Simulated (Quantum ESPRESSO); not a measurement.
Consider As (Pm-3m).

```xyz
1
Lattice="2.7037 0.0000 0.0000 0.0000 2.7037 0.0000 0.0000 0.0000 2.7037" Properties=species:S:1:pos:R:3 pbc="T T T"
As    1.3518    1.3518    1.3518
```

Absorber: atom 1, with 6 As at 2.70 Å (octahedral, site symmetry m-3m). Method: Quantum ESPRESSO XSpectra, LDA, excited-electron core hole (neutral cell), 8-atom cell with 5.4 Å between holes, 5×5×5 k points, dipole transitions, Lorentzian half width 1.07 eV up to 4 eV, rising linearly to 1.75 eV at 25 eV (not a setting of the program: the run's 0.4 eV curve was folded afterwards with a further Lorentzian).

This is not the structure that As takes at ambient pressure and room temperature (space group No. 166); it is a model or a phase of other conditions.

What does the As K edge look like?

Main maxima up to 30 eV above the zero (height): 3.8 eV (1.99), 12.1 eV (0.82) and 21.0 eV (0.88). A K edge sees empty p states on the absorber. 

The As K spectrum (energy from the energy zero of the input (xe0, at the border of filled and empty states); intensity scaled to a mean of 1 over the first 20 eV; folded afterwards to Lorentzian half width 1.07 eV up to 4 eV, rising linearly to 1.75 eV at 25 eV; the points at xe0, where the cut of filled states can leave a spike, are interpolated):

```tsv
E (eV)	intensity
-2.0	0.24
-1.5	0.30
-1.0	0.40
-0.5	0.56
0.0	0.77
0.5	0.98
1.0	1.16
1.5	1.38
2.0	1.64
2.5	1.81
3.0	1.89
3.5	1.97
4.0	1.95
4.5	1.75
5.0	1.49
5.5	1.26
6.0	1.08
6.5	0.91
7.0	0.78
7.5	0.69
8.0	0.64
8.5	0.61
9.0	0.59
9.5	0.59
10.0	0.63
10.5	0.69
11.0	0.75
11.5	0.80
12.0	0.82
12.5	0.82
13.0	0.80
13.5	0.78
14.0	0.78
14.5	0.80
15.0	0.83
15.5	0.84
16.0	0.83
16.5	0.83
17.0	0.84
17.5	0.84
18.0	0.84
18.5	0.83
19.0	0.83
19.5	0.84
20.0	0.85
20.5	0.87
21.0	0.88
21.5	0.87
22.0	0.86
22.5	0.85
23.0	0.83
23.5	0.82
24.0	0.81
24.5	0.80
25.0	0.80
25.5	0.81
26.0	0.81
26.5	0.81
27.0	0.81
27.5	0.81
28.0	0.82
28.5	0.83
29.0	0.83
29.5	0.83
30.0	0.83
30.5	0.84
31.0	0.84
31.5	0.86
32.0	0.88
```

The primitive cell holds an odd number of electrons, so a spin-paired run has to come out metallic; that is right for a metal, but some such compounds are magnetic or distorted insulators. The holes are only 5.4 Å apart, so the shape is probably not converged with cell size; no larger cell was run here. The structure is a computed Materials Project entry and may be a hypothetical form.

[Banner, clock and machine lines of the logs are left out without a mark of their own.]

[Logs are printed without paths, hosts, clocks, repeated set-up lines and the standing remarks that a program may print on its own settings, such as how far it seeks lower states.]

[Hosts, paths, dates, database ids (printed as entryN), source tags and the programs' standing remarks are cut or masked in the printed files.]

[Lists of maxima count a maximum above −3 eV only where it reaches 4 % of the highest in the window and stands out from its surroundings by 2 % of it (1.5 % where it reaches 55 %); shoulders and weaker maxima are passed over, and of the rest the first, up to two pre-edge ones and the few strongest are named.]
